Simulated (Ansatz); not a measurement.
# Series on C(110) slab, H on the bottom face, by atomic planes

How do forces, levels, charges and cost change as the structure grows and the share of atoms at its surface or edge shifts?

Computed with Ansatz 0.2.0: Kohn-Sham DFT, LDA, PAW (set soft_2). Every run is a single point, with the atoms held where the recipe put them (cutoff of the plane-wave runs 420 eV, fermi-dirac smearing of 0.05 eV).

First member: diamond-structure C (a = 3.567 Å), (110) slab of 2 atomic planes, 5 x 3 surface cells, H on the broken bonds of the bottom face, 12 Å of vacuum; displaced by a Gaussian of 0.02 Å.

Last member: diamond-structure C (a = 3.567 Å), (110) slab of 8 atomic planes, 5 x 3 surface cells, H on the broken bonds of the bottom face, 12 Å of vacuum; displaced by a Gaussian of 0.02 Å.

The members:

```csv
atomic planes,reduced formula,atoms,valence electrons,k-mesh,basis
2,HC2,90,270,1×1×1,plane waves
3,HC3,120,390,1×1×1,plane waves
4,HC4,150,510,1×1×1,plane waves
5,HC5,180,630,1×1×1,plane waves
6,HC6,210,750,1×1×1,plane waves
8,HC8,270,990,1×1×1,plane waves
```

The input of the first member, without its atom lines; other members have their own cell and atoms, and may differ in mesh, basis and outputs:

```yaml
crystal:
  lattice:
    - [12.61125, 0.0, 0.0]
    - [0.0, 10.701, 0.0]
    - [0.0, 0.0, 14.15111]
  atoms:
    [... 90 lines ...]
kpoints:
  mp_grid: { grid: [1, 1, 1] }
hamiltonian:
  xc: lda
scf:
  occupations: { method: fermi_dirac, width: 0.05 }
output:
  forces: true
  populations: true
  dos:
    method: { smearing: { sigma: 0.15 } }
    de: 0.1
    projected:
      site_lists:
        C: [C]
        H: [H]
        slab: [0, 1, 2, 3, 4, 5, 6, 7, 8, 9, 10, 11, 12, 13, 14, 15, 16, 17, 18, 19, 20, 21, 22, 23, 24, 25, 26, 27, 28, 29, 30, 31, 32, 33, 34, 35, 36, 37, 38, 39, 40, 41, 42, 43, 44, 45, 46, 47, 48, 49, 50, 51, 52, 53, 54, 55, 56, 57, 58, 59]
        hydrogen: [60, 61, 62, 63, 64, 65, 66, 67, 68, 69, 70, 71, 72, 73, 74, 75, 76, 77, 78, 79, 80, 81, 82, 83, 84, 85, 86, 87, 88, 89]
  eigenvalues: true
  write_density: true
  write_potential: true
  volumetric_format: npy
```

Q: What do these runs give, and what do they cost?

Results; charges are mean Löwdin charges in e:

```csv
atomic planes,r.m.s. force (eV/Å),gap (eV),q(C),q(H)
2,2.16,0.714,-0.04,+0.15
3,1.86,0.611,-0.03,+0.17
4,1.67,0.647,-0.02,+0.17
5,1.55,0.613,-0.01,+0.16
6,1.48,0.670,-0.01,+0.17
8,1.36,0.593,-0.00,+0.16
```

The gap is that between the highest filled and lowest empty Kohn-Sham level on the run's k-points; surface or edge levels can set it, and local or semilocal functionals tend to put gaps under measured ones. The projection misses up to 0.025 e an atom, so the charges add up to more than the cell's charge. Löwdin charges hang on the projection basis and can even invert the polarity of covalent bonds. Each mean runs over all atoms of an element, whatever their surroundings.

Bonds in each cell, which the recipe sets and DFT didn't move; cutoffs follow each cell's own g(r) within set bounds (mean length in Å, and neighbours of the second kind about the first):

```csv
atomic planes,C-C length,C-C count,C-H length,C-H count
2,1.547,3.00,1.093,0.50
3,1.548,3.33,1.079,0.33
4,1.546,3.50,1.084,0.25
5,1.545,3.60,1.097,0.20
6,1.546,3.67,1.081,0.17
8,1.545,3.75,1.092,0.12
```

Cost on 8 threads of Arm Neoverse V1, shared host:

```csv
atomic planes,atoms,basis,k-mesh,SCF cycles,time,host memory (GiB),Δ force from the first basis (meV/Å)
2,90,plane waves,1×1×1,18,12 s,1.5,-
2,90,support functions,1×1×1,18,49 s,2.9,5.0
3,120,plane waves,1×1×1,17,20 s,1.9,-
3,120,support functions,1×1×1,26,84 s,3.1,4.5
4,150,plane waves,1×1×1,17,31 s,2.5,-
4,150,support functions,1×1×1,17,85 s,3.9,3.9
5,180,plane waves,1×1×1,16,41 s,3.0,-
5,180,support functions,1×1×1,17,82 s,4.3,3.5
6,210,plane waves,1×1×1,11,53 s,3.6,-
6,210,support functions,1×1×1,17,1.7 min,4.7,3.3
8,270,plane waves,1×1×1,12,99 s,4.9,-
8,270,support functions,1×1×1,22,3.1 min,5.5,2.7
```

Times include the outputs that each run asked for, on hosts shared with other jobs.

What the series shows: The gap is lowest at 8 planes (0.593 eV) and highest at 2 planes (0.714 eV), with no steady trend; some meshes are coarse and needn't hold the band edges. The mean charge on C goes from -0.04 e at 2 to -0.00 e at 8 planes. Support functions take 1.9 to 4.3 times the wall time of plane waves (the times hold unlike extra outputs; shared hosts, so rough). The r.m.s. force goes steadily from 2.2 eV/Å at 2 to 1.4 eV/Å at 8 planes. The composition changes with the cut, as the formulas show, and that bears on charges and levels too.

**Limits.** The runs have no spin polarisation, so any moments at edges, vacancies or dangling bonds can't form in them. Beside vacuum, support functions can miss their usual error bounds without a warning. Slabs that bear a dipole have periodic images along the normal, so a spurious field crosses the vacuum. The random displacements of the recipe add to the forces of every member.

[Logs are printed without paths, hosts, clocks, repeated set-up lines and the standing remarks that a program may print on its own settings, such as how far it seeks lower states.]

[Hosts, paths, dates, database ids (printed as entryN), source tags and the programs' standing remarks are cut or masked in the printed files.]
